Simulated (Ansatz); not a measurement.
## SiPbS3 in P4/mbm, a phase reached by a soft mode: following an unstable mode

Which phase does SiPbS3 in P4/mbm, a phase reached by a soft mode fall into along its unstable mode, and how much energy does it gain?

Program: Ansatz 0.2.0. Level of theory: DFT PBEsol, scalar-relativistic, plane waves, PAW; PAW set soft_1. Results are calculated unless marked as measured.

The structure was built from a prototype and need not be the compound's stable phase.

In doubt: the program warns that the response may not be converged on this k-mesh (step 2), which bears on the force constants and all frequencies.

## (1) Starting point

Symmetry: P4/mbm, No. 127, tetragonal system. The conventional cell has a = 6.170 Å, b = 6.170 Å, c = 5.022 Å, α = 90.00°, β = 90.00°, γ = 90.00°. Nearest to Pb lie 8 S at 2.98 to 3.08 Å. Nearest to Si lie 6 S at 2.26 to 2.51 Å. Nearest to S lie 2 Si at 2.26 Å and 2 Pb at 2.98 Å. Nearest to S lie 2 Si at 2.51 Å and 4 Pb at 3.08 Å. Farther neighbours and most contacts between anions are not listed.

## (2) Modes at Γ

This phase was reached earlier by freezing in an unstable mode of a structure of higher symmetry and relaxing. Its zone-centre modes can show that it is still unstable.

File input.yaml:

```yaml
crystal:
  lattice:
    - [6.1696983627, 0.0, 0.0]
    - [0.0, 6.1696983627, 0.0]
    - [0.0, 0.0, 5.0215666547]
  atoms:
    - { symbol: Pb, position: [0.5, 0.0, 0.0] }
    - { symbol: Pb, position: [0.0, 0.5, 0.0] }
    - { symbol: Si, position: [0.0, 0.0, 0.5] }
    - { symbol: Si, position: [0.5, 0.5, 0.5] }
    - { symbol: S, position: [0.1836319522, 0.6836319522, 0.5] }
    - { symbol: S, position: [0.8163680478, 0.3163680478, 0.5] }
    - { symbol: S, position: [0.3163680478, 0.1836319522, 0.5] }
    - { symbol: S, position: [0.6836319522, 0.8163680478, 0.5] }
    - { symbol: S, position: [0.0, 0.0, 0.0] }
    - { symbol: S, position: [0.5, 0.5, 0.0] }
kpoints:
  mp_grid: { grid: [6, 6, 6] }
hamiltonian:
  xc: pbesol
  pseudopotentials: { kind: paw, azcp: { folder: soft_1 }, xc_functional: pbe }
scf:
  occupations: { method: fixed }
output:
  eigenvalues: true
phonons:
  method: dfpt
  dielectric: true
  rigid_motions: translations
```

Command:

```sh
$ ansatz run input.yaml --threads 8 --pin off --max-ram 16384MiB --backend cpu --events-out ev --progress --plain --runs-dir out
```

Numbers of over 12 decimals in the logs are rounded to 6 here.

The log of the run:

```text
Engine: ansatz 0.2.0, aarch64-unknown-linux-gnu
Pseudopotentials: kind: paw
Pseudopotential: Pb, paw, valence charge 14, recommended cutoff 420 eV (normal), soft_1/Pb.paw.azcp
Pseudopotential: Si, paw, valence charge 4, recommended cutoff 420 eV (normal), soft_1/Si.paw.azcp
Pseudopotential: S, paw, valence charge 6, recommended cutoff 420 eV (normal), soft_1/S.paw.azcp
Functional definition: PBEsol
  exchange = pbesol_x
  correlation = pbesol_c
Crystal: 10 atoms, lattice volume = 191.147 Å³
Basis set: ecut = 420 eV, 3773 PW (Γ), exchange–correlation on 96×96×72 points (8 copies of the dense FFT grid, shifted against one another)
Bands: 46, of which v1, the nominal top of the filled ones, is band 36 counted from 1 (35 counted from 0)
Symmetry: 16 space group operations
k-points: 112 of 216 (irreducible under 1 space group operation, time reversal used)
Non-local potential: Pb, projectors of the file, l = 0: 2, l = 1: 2, l = 2: 2, l = 3: 1
Non-local potential: Si, projectors of the file, l = 0: 2, l = 1: 2, l = 2: 1
Non-local potential: S, projectors of the file, l = 0: 2, l = 1: 2, l = 2: 1
PAW form: soft (Blöchl's): semilocal exchange-correlation on the pseudo side does not see the compensation charge
PAW frozen core: Pb, regenerated for the run's functional, and the local potential with it (the file was generated under x = pbe(κ = 0.804, μ = 0.219515), c = pbe(β = 0.066725))
PAW frozen core: Si, regenerated for the run's functional, and the local potential with it (the file was generated under x = pbe(κ = 0.804, μ = 0.219515), c = pbe(β = 0.066725))
PAW frozen core: S, regenerated for the run's functional, and the local potential with it (the file was generated under x = pbe(κ = 0.804, μ = 0.219515), c = pbe(β = 0.066725))
PAW one-centre angular grid: Pb, 590 points (default); XC on 64 Gauss nodes
PAW one-centre angular grid: Si, 110 points (default); XC on 64 Gauss nodes
PAW one-centre angular grid: S, 110 points (default); XC on 64 Gauss nodes
Initial density: superposition of atomic densities (chi_scale 0.1, normalization cell, long waves kept (reshape's long-wave potential 0.00 eV rms))
Initial wavefunctions: pseudopotential atomic-orbital guess
Functional: x = pbesol(κ = 0.804, μ = 0.123457), c = pbesol(β = 0.046)
SCF iter   1: F=—  HF=-30071.082960 eV  |F-HF|=—  |Δ(HF+E_count)|=         —  Δρ=3.23e-2  dr2=2.69e0  ethr=3.10e-3  ⟨swp⟩=5.2  Hψ=21461  notcnv=0  defer=768
preconditioner: auto → Resta (q_TF=auto, 2.319 Å⁻¹)  ε∞=4.6  [insulator: Δε(μ)=0.509 eV  Ē_g=12.041 eV  n_scr=38 (ndim 8)  ℏωp=22.8 eV  f_vac=0.000  ε∞_Penn≈4.6]
SCF iter   2: F=—  HF=-30070.415641 eV  |F-HF|=—  |Δ(HF+E_count)|=   6.67e-1  Δρ=1.61e-2  dr2=5.30e-1  ethr=3.10e-3  ⟨swp⟩=2.6  Hψ=7776  notcnv=0  defer=882
SCF iter   3: F=—  HF=-30070.282564 eV  |F-HF|=—  |Δ(HF+E_count)|=   1.33e-1  Δρ=3.81e-3  dr2=2.55e-2  ethr=7.37e-4  ⟨swp⟩=2.3  Hψ=6714  notcnv=0  defer=896
SCF iter   4: F=—  HF=-30070.280040 eV  |F-HF|=—  |Δ(HF+E_count)|=   2.52e-3  Δρ=5.90e-4  dr2=6.82e-4  ethr=3.55e-5  ⟨swp⟩=3.0  Hψ=8842  notcnv=0  defer=894
SCF iter   5: F=—  HF=-30070.280186 eV  |F-HF|=—  |Δ(HF+E_count)|=   1.46e-4  Δρ=2.19e-4  dr2=1.28e-4  ethr=9.47e-7  ⟨swp⟩=2.0  Hψ=7661  notcnv=0  defer=890
SCF iter   6: F=—  HF=-30070.280193 eV  |F-HF|=—  |Δ(HF+E_count)|=   6.93e-6  Δρ=3.58e-5  dr2=2.84e-6  ethr=1.78e-7  ⟨swp⟩=2.0  Hψ=6623  notcnv=0  defer=862
SCF iter   7: F=—  HF=-30070.280185 eV  |F-HF|=—  |Δ(HF+E_count)|=   8.11e-6  Δρ=6.60e-6  dr2=1.01e-7  ethr=3.95e-9  ⟨swp⟩=2.6  Hψ=9682  notcnv=0  defer=846
SCF iter   8: F=—  HF=-30070.280185 eV  |F-HF|=—  |Δ(HF+E_count)|=   2.73e-8  Δρ=2.00e-6  dr2=6.47e-9  ethr=1.40e-10  ⟨swp⟩=2.0  Hψ=8780  notcnv=0  defer=846
SCF iter   9: F=—  HF=-30070.280185 eV  |F-HF|=—  |Δ(HF+E_count)|=   1.03e-9  Δρ=4.02e-7  dr2=3.14e-10  ethr=8.98e-12  ⟨swp⟩=2.0  Hψ=8805  notcnv=0  defer=846
SCF iter  10: F=-30070.280185 eV  HF=-30070.280185 eV  |F-HF|=7.28e-12  |Δ(HF+E_count)|=  5.82e-11  Δρ=1.21e-7  dr2=2.65e-11  ethr=1.00e-12  ⟨swp⟩=19.5  Hψ=42302  notcnv=0
SCF 1 converged in 10 iterations: F = -30070.280185 eV  dr2 = 2.65e-11
  greatest PAW one-centre occupation: 0.981 electrons in one spin orbital (limit 2), on the Pb atom at site 1 (counted from 0), in its partial waves of l = 2
DFPT response loops at Γ: preconditioner auto → Resta (q_TF=auto, 2.319 Å⁻¹)  ε∞=14.7 (no band partly filled); β = 1.00, the filter's whole step (`scf.mixing.beta` (0.50) is not read by the response loops at its default; to damp them type it under 1.00, their step now; it binds the ground state too); Broyden in place of MSR1
── the response to a field inside a basis, on 10×10×10 k-points: an SCF that follows is theirs, and a resumed run solves both again ──
Bands: 37, of which v1, the nominal top of the filled ones, is band 36 counted from 1 (35 counted from 0)
k-points: 75
Initial density: handed on by an earlier stage of this run
Initial wavefunctions: pseudopotential atomic-orbital guess (no wavefunctions were taken with the density)
Eigensolver: Dense (75 Hₖ)
SCF iter   1: F=—  HF=-30070.118200 eV  |F-HF|=—  |Δ(HF+E_count)|=         —  Δρ=3.18e-4  dr2=1.12e-4  ethr=1.00e-1
preconditioner: auto → Resta (q_TF=auto, 2.319 Å⁻¹)  ε∞=6.6  [insulator: Δε(μ)=0.467 eV  Ē_g=9.671 eV  n_scr=38 (ndim 8)  ℏωp=22.8 eV  f_vac=0.000  ε∞_Penn≈6.6]
SCF iter   2: F=—  HF=-30070.118199 eV  |F-HF|=—  |Δ(HF+E_count)|=   1.60e-6  Δρ=1.71e-4  dr2=2.50e-5  ethr=1.55e-7
SCF iter   3: F=—  HF=-30070.118202 eV  |F-HF|=—  |Δ(HF+E_count)|=   3.50e-6  Δρ=2.93e-5  dr2=1.40e-6  ethr=3.48e-8
SCF iter   4: F=-30070.118202 eV  HF=-30070.118202 eV  |F-HF|=6.22e-10  |Δ(HF+E_count)|=   4.78e-9  Δρ=5.25e-6  dr2=5.53e-8  ethr=1.94e-9
SCF 1 converged in 4 iterations: F = -30070.118202 eV  dr2 = 5.53e-8
DFPT response loops at Γ: preconditioner auto → Resta (q_TF=auto, 2.319 Å⁻¹)  ε∞=11.3 (no band partly filled); β = 1.00, the filter's whole step (`scf.mixing.beta` (0.50) is not read by the response loops at its default; to damp them type it under 1.00, their step now; it binds the ground state too); Broyden in place of MSR1
WARN: field response: inside a basis, on 10×10×10 points, no mesh in reach settles it: take ε∞, Z* and everything formed from them with what they may err, as stated (eps_inf_uncertainty, zstar_uncertainty_e), and compare with field_mesh: kpoints on a denser kpoints.mp_grid
WARN: field response: ε∞ stands inside a basis, on 10×10×10 points; the force constants stand on the 6×6×6 k-mesh, whose period is 8.35 times the interband length at k = (-0.5000, -0.5000, 0.0000), direct gap 0.446 eV, under 14: take them and everything formed from them as unconverged, and compare with a denser kpoints.mp_grid
SCF converged after 10 iterations
Free energy (F): -30070.280185 eV
Harris-Foulkes:  -30070.280185 eV  (|F-HF|=7.28e-12)
Internal energy: -30070.280185 eV  (E = F + TS)
E sigma→0 (E₀):  -30070.280185 eV
Fermi energy:    8.815791 eV
--- Per-component energies (eV) ---
  E_band       = 4.641912
  E_kinetic    = 1306.715788
  E_local      = -2639.609008  (includes V_loc(G=0)·N_el)
  E_nonlocal   = 864.250612
  E_hartree    = 970.230804
  E_xc         = -1053.381881
  E_vxc        = -873.902334  (∫ρ·V_xc dr)
  E_paw        = -25029.157651  (= ΣΔE_a)
  E_vpaw       = -593.274665  (= ΣTr[D̂ρ^β])
  E_aug_tail   = 0.000053  (compensation charges beyond the density's cutoff)
  E_ewald      = -4489.888062
  E_core_change = 0.559158  (= ΣΔE_core)
  E_smearing   = -0.000000  (= −TS)
  E_closure    = 0.000000  (closes the sum)
  Σ components = -30070.280185   (vs F -30070.280185, Δ=0.00e0)
--- Band table (eV; the first three rows and the last of 112) ---
  k-point 0: bands = [... 32 lower, 7.0479, 7.2842, 8.0218, 8.0218, 9.2008, 11.3960, 12.1686, 12.1686, ... 6 higher]
  k-point 1: bands = [... 32 lower, 7.2721, 8.1037, 8.1037, 8.2713, 9.2109, 11.5403, 12.2389, 12.2389, ... 6 higher]
  k-point 2: bands = [... 32 lower, 8.0342, 8.2622, 8.3876, 8.3876, 10.0453, 10.9965, 12.1162, 12.3151, ... 6 higher]
  k-point 111: bands = [... 32 lower, 7.5202, 7.5202, 8.8158, 8.8158, 10.1752, 10.1752, 10.4887, 10.4887, ... 6 higher]
--- Phonons (Γ-DFPT): 8 representative perturbations + reference, on 112 of 216 k-points (Σ response iterations 24) ---
  k mesh reduced under 1 symmetry operation, with k and −k counted as one. Each operation leaves every solved perturbation unchanged. A smaller set is not considered because the run solves the response to a homogeneous field
  ASR residual: 7.128e-5 → 0.000e0 eV/Å²; symmetrization residual: 8.973e-6 eV/Å²
  ASR residual per site (eV/Å²): 7.13e-5 7.13e-5 2.27e-5 2.27e-5 2.59e-5 2.59e-5 2.59e-5 2.59e-5 2.27e-5 2.27e-5
  Γ frequencies (cm⁻¹): -299.97 -284.22 -68.77 -68.77 -9.77 -9.77 0.00 0.00 0.00 31.27 31.27 34.39 87.58 109.12 109.12 170.94 178.49 178.49 206.19 206.19 220.60 220.63 239.49 251.56 280.89 368.54 377.09 377.09 391.91 391.91
  ε∞ (high-frequency dielectric tensor):
       25.147754     0.000000     0.000000
        0.000000    25.147754     0.000000
        0.000000     0.000000    17.015900
  softest optical mode at Γ: -299.97 cm⁻¹; the repairs (sum rule, projections) moved no ω² at Γ by more than (1.70 cm⁻¹)²
  Born effective charges Z* (e; rows j = field, columns β = displacement):
    site 0:
         4.57837   -0.87860    0.00000
        -0.87860    4.57837    0.00000
         0.00000    0.00000    5.07254
    site 1:
         4.57837    0.87860    0.00000
         0.87860    4.57837    0.00000
         0.00000    0.00000    5.07254
    site 2:
         4.83042   -0.53208    0.00000
         0.53208    4.83042    0.00000
         0.00000    0.00000    6.40616
    site 3:
         4.83042    0.53208    0.00000
        -0.53208    4.83042    0.00000
         0.00000    0.00000    6.40616
    site 4:
        -2.73587   -0.09975    0.00000
        -0.09975   -2.73587    0.00000
         0.00000    0.00000   -2.95445
    site 5:
        -2.73587   -0.09975    0.00000
        -0.09975   -2.73587    0.00000
         0.00000    0.00000   -2.95445
    site 6:
        -2.73587    0.09975    0.00000
         0.09975   -2.73587    0.00000
         0.00000    0.00000   -2.95445
    site 7:
        -2.73587    0.09975    0.00000
         0.09975   -2.73587    0.00000
         0.00000    0.00000   -2.95445
    site 8:
        -3.93705    0.30003    0.00000
        -0.30003   -3.93705    0.00000
         0.00000    0.00000   -5.56980
    site 9:
        -3.93705   -0.30003    0.00000
         0.30003   -3.93705    0.00000
         0.00000    0.00000   -5.56980
  Z* charge neutrality: 1.026e-1 e pre-enforcement
  solved inside a basis spanned on kpoints, on 10×10×10 k-points transformed towards the longest dipole, which do not settle them: ε∞ is read to err by 8.1e-1, Z* by 6.4e-1 e (field_mesh: kpoints solves on kpoints); Z* is corrected for what the basis lacks
  optical modes at Γ without the LO–TO term, one row a degenerate level:
      ω (cm⁻¹)  modes    IR ((D/Å)²/amu)
       -299.97      1           129.1011
       -284.22      1             0.0000
        -68.77      2             0.0126
         -9.77      2            42.2006
         31.27      2             4.3795
         34.39      1             0.0000
         87.58      1            13.8230
[...]
optical modes at Γ + LO–TO along q̂ = [1.0000, 0.0000, 0.0000]:
      ω (cm⁻¹)  modes    IR ((D/Å)²/amu)
[...]
optical modes at Γ + LO–TO along q̂ = [0.0000, 1.0000, 0.0000]:
      ω (cm⁻¹)  modes    IR ((D/Å)²/amu)
[...]
optical modes at Γ + LO–TO along q̂ = [0.0000, 0.0000, 1.0000]:
      ω (cm⁻¹)  modes    IR ((D/Å)²/amu)
[...]
170.94      1             0.0000
        178.49      2            44.7685
        188.46      1            89.3349
        206.19      2             0.0000
        220.60      1             0.0000
        220.63      1             0.0000
        239.51      1             0.0590
        251.56      1             0.0000
        280.89      1             0.0000
        368.54      1             0.0000
        377.09      2            24.1245
        391.91      2            39.2376
```

Wall time 2.8 min (8 threads of Arm Neoverse V2, shared host); peak memory 3.9 GiB.

Numbers from this step:

```yaml
gap_on_the_k_mesh: 0.2777 eV
volume_per_atom: 19.11 Å³
sum_rule_residual_before_enforcement: 7.13e-5 eV/Å²
miss_of_the_charge_sum_rule: 0.1026 e
estimated_error_of_the_dielectric_tensor: 0.8073
estimated_error_of_the_born_charges: 0.6443 e
point_group: 4/mmm
highest_optical_mode_at_the_zone_centre_no_lo_to_term: 391.9 cm⁻¹
lowest_optical_zone_centre_mode: -300.0 cm⁻¹
mean_high_frequency_dielectric_constant: 22.44
largest_born_charge_third_of_the_trace: 5.356 e
top_of_the_zone_centre_spectrum_with_the_field: 409.3 cm⁻¹
```

Patterns of degenerate modes are one choice out of their space. Modes at Γ, with each element's share of the kinetic energy (negative means imaginary):

```csv
mode,frequency (cm⁻¹),symmetry,Pb %,Si %,S %
1,-300.0,A2u,0,73,27
2,-284.2,A1u,0,83,17
3,-68.8,Eu,13,2,86
4,-68.8,Eu,13,2,86
5,-9.8,Eu,34,3,63
6,-9.8,Eu,34,3,63
7,0.0,acoustic,63,8,29
8,0.0,acoustic,63,8,29
9,0.0,acoustic,63,8,29
10,31.3,Eu,80,4,17
11,31.3,Eu,80,4,17
12,34.4,B1u,90,0,10
13,87.6,A2u,37,17,46
14,109.1,Eu,8,25,67
15,109.1,Eu,8,25,67
16,170.9,B1u,10,0,90
17,178.5,Eu,3,31,66
18,178.5,Eu,3,31,66
19,206.2,Eg,0,0,100
20,206.2,Eg,0,0,100
21,220.6,A1g,0,0,100
22,220.6,A1u,0,17,83
23,239.5,A2u,1,1,98
24,251.6,B2g,0,0,100
25,280.9,B1g,0,0,100
26,368.5,A2g,0,0,100
27,377.1,Eu,0,90,10
28,377.1,Eu,0,90,10
29,391.9,Eu,0,36,64
30,391.9,Eu,0,36,64
```

Displacements in mode 1 (-300.0 cm⁻¹), the largest set to 1:
```
Pb1  0.00  0.00  0.01
Pb2  0.00  0.00  0.01
Si3  0.00  0.00  1.00
Si4  0.00  0.00  1.00
S5   0.00  0.00 -0.22
S6   0.00  0.00 -0.22
S7   0.00  0.00 -0.22
S8   0.00  0.00 -0.22
S9   0.00  0.00 -0.47
S10  0.00  0.00 -0.47
```

Displacements in mode 13 (87.6 cm⁻¹), the largest set to 1:
```
Pb1  0.00  0.00  0.48
Pb2  0.00  0.00  0.48
Si3  0.00  0.00 -0.89
Si4  0.00  0.00 -0.89
S5   0.00  0.00 -0.67
S6   0.00  0.00 -0.67
S7   0.00  0.00 -0.67
S8   0.00  0.00 -0.67
S9   0.00  0.00 -1.00
S10  0.00  0.00 -1.00
```

Before it was imposed, the acoustic sum rule was missed by 7.1e-5 eV/Å² and the charge sum rule by 0.10 e. The charge miss is large and points to the mesh or the basis. The lowest optical mode is imaginary, 300.0i cm⁻¹, so the energy falls along it.

The log warns of the k mesh: “the force constants stand on the 6×6×6 k-mesh, whose period is 8.35 times the interband length at k = (-0.5000, -0.5000, 0.0000), direct gap 0.446 eV, under 14: take them and everything formed from them as unconverged”.

## (3) The mode frozen in, largest atomic shift 0 Å

The mode followed lies at Γ with frequency 300.0i cm⁻¹, the softest among the wavevectors solved. At small amplitude the distorted cell has space group no. 100 by a symmetry search on the positions. The undistorted cell that holds it gives the zero of energy on the same k mesh.

Edit input.yaml of step 2 so:

```diff
@@ -22,8 +22,6 @@
 scf:
-  occupations: { method: fixed }
+  occupations: { method: gaussian, width: 0.02 }
 output:
+  forces: true
+  stress: true
   eigenvalues: true
-phonons:
-  method: dfpt
-  dielectric: true
-  rigid_motions: translations
```

The log of the run:

```text
[...]
Crystal: 10 atoms, lattice volume = 191.147 Å³
Basis set: ecut = 420 eV, 3773 PW (Γ), exchange–correlation on 90×90×72 points (8 copies of the dense FFT grid, shifted against one another)
Bands: 46, of which v1, the nominal top of the filled ones, is band 36 counted from 1 (35 counted from 0)
Symmetry: 16 space group operations
[...]
k-points: 40 of 216
[...]
k-point 0: bands = [... 32 lower, 7.0479, 7.2842, 8.0218, 8.0218, 9.2008, 11.3960, 12.1686, 12.1686, ... 4 higher]
  k-point 1: bands = [... 32 lower, 7.2721, 8.1037, 8.1037, 8.2713, 9.2109, 11.5403, 12.2389, 12.2389, ... 4 higher]
  k-point 2: bands = [... 32 lower, 8.0342, 8.2622, 8.3876, 8.3876, 10.0453, 10.9965, 12.1162, 12.3151, ... 4 higher]
  k-point 39: bands = [... 32 lower, 7.5202, 7.5202, 8.8158, 8.8158, 10.1752, 10.1752, 10.4887, 10.4887, ... 4 higher]
[key lines of the parts left out:]
SCF converged after 8 iterations
Free energy (F): -30070.280185 eV
Fermi energy:    8.954610 eV
P = ⅓ Tr σ = 0.0005 GPa (0.005 kbar)
```

Elapsed: 2.5 s, on 8 threads; peak memory 0.82 GiB; 18 s of CPU time.

This step gave:

```yaml
pressure: 5.42e-4 GPa
energy_from_the_undistorted_cell: 0 meV/atom
```

The run ends at a pressure of 0.00 GPa.

## (4) The mode frozen in, largest atomic shift 0.22 Å

The atoms are moved along the unstable eigenvector, the largest shift by 0.22 Å, with the cell fixed.

input.yaml, the sections that differ from step 3:

```yaml
crystal:
  lattice:
    - [6.1696983627, 0.0, 0.0]
    - [0.0, 6.1696983627, 0.0]
    - [0.0, 0.0, 5.0215666547]
  atoms:
    - { symbol: Pb, position: [0.5, 0.0, 0.0002233248] }
    - { symbol: Pb, position: [0.0, 0.5, 0.0002233248] }
    - { symbol: Si, position: [0.0, 0.0, 0.5438110285] }
    - { symbol: Si, position: [0.5, 0.5, 0.5438110285] }
    - { symbol: S, position: [0.1836319522, 0.6836319522, 0.4903799527] }
    - { symbol: S, position: [0.8163680478, 0.3163680478, 0.4903799527] }
    - { symbol: S, position: [0.3163680478, 0.1836319522, 0.4903799527] }
    - { symbol: S, position: [0.6836319522, 0.8163680478, 0.4903799527] }
    - { symbol: S, position: [0.0, 0.0, -0.0205822895] }
    - { symbol: S, position: [0.5, 0.5, -0.0205822895] }
# kpoints, hamiltonian, scf, output: as in step 3
```

The log of the run:

```text
[...]
Crystal: 10 atoms, lattice volume = 191.147 Å³
Basis set: ecut = 420 eV, 3773 PW (Γ), exchange–correlation on 90×90×72 points (8 copies of the dense FFT grid, shifted against one another)
Bands: 46, of which v1, the nominal top of the filled ones, is band 36 counted from 1 (35 counted from 0)
Symmetry: 8 space group operations
[...]
k-points: 40 of 216 (time reversal used)
[...]
k-point 0: bands = [... 32 lower, 6.9705, 7.0508, 8.1144, 8.1144, 9.3490, 11.3651, 12.2629, 12.2629, ... 4 higher]
  k-point 1: bands = [... 32 lower, 7.2113, 8.0167, 8.2029, 8.2029, 9.3909, 11.5100, 12.3189, 12.3189, ... 4 higher]
  k-point 2: bands = [... 32 lower, 8.0438, 8.1829, 8.4350, 8.4350, 9.9447, 11.5157, 12.3583, 12.3583, ... 4 higher]
  k-point 39: bands = [... 32 lower, 7.4978, 7.4978, 8.7452, 8.7452, 10.4217, 10.4217, 10.5211, 10.5211, ... 4 higher]
[key lines of the parts left out:]
SCF converged after 8 iterations
Free energy (F): -30070.687351 eV
Fermi energy:    8.978329 eV
P = ⅓ Tr σ = 1.5076 GPa (15.076 kbar)
```

It took 4.1 s on 8 threads; peak memory 0.75 GiB; 30 s of CPU time.

This step gave:

```yaml
pressure: 1.508 GPa
gap_on_the_k_mesh: 0.4663 eV
energy_from_the_undistorted_cell: -40.72 meV/atom
```

The energy, extrapolated to zero smearing, is -40.72 meV/atom against the undistorted cell.

The run ends at a pressure of 1.51 GPa, with forces up to 0.76 eV/Å.

(Part 1 of 3 ends here.)

[Logs are printed without paths, hosts, clocks, repeated set-up lines and the standing remarks that a program may print on its own settings, such as how far it seeks lower states.]

[Hosts, paths, dates, database ids (printed as entryN), source tags and the programs' standing remarks are cut or masked in the printed files.]
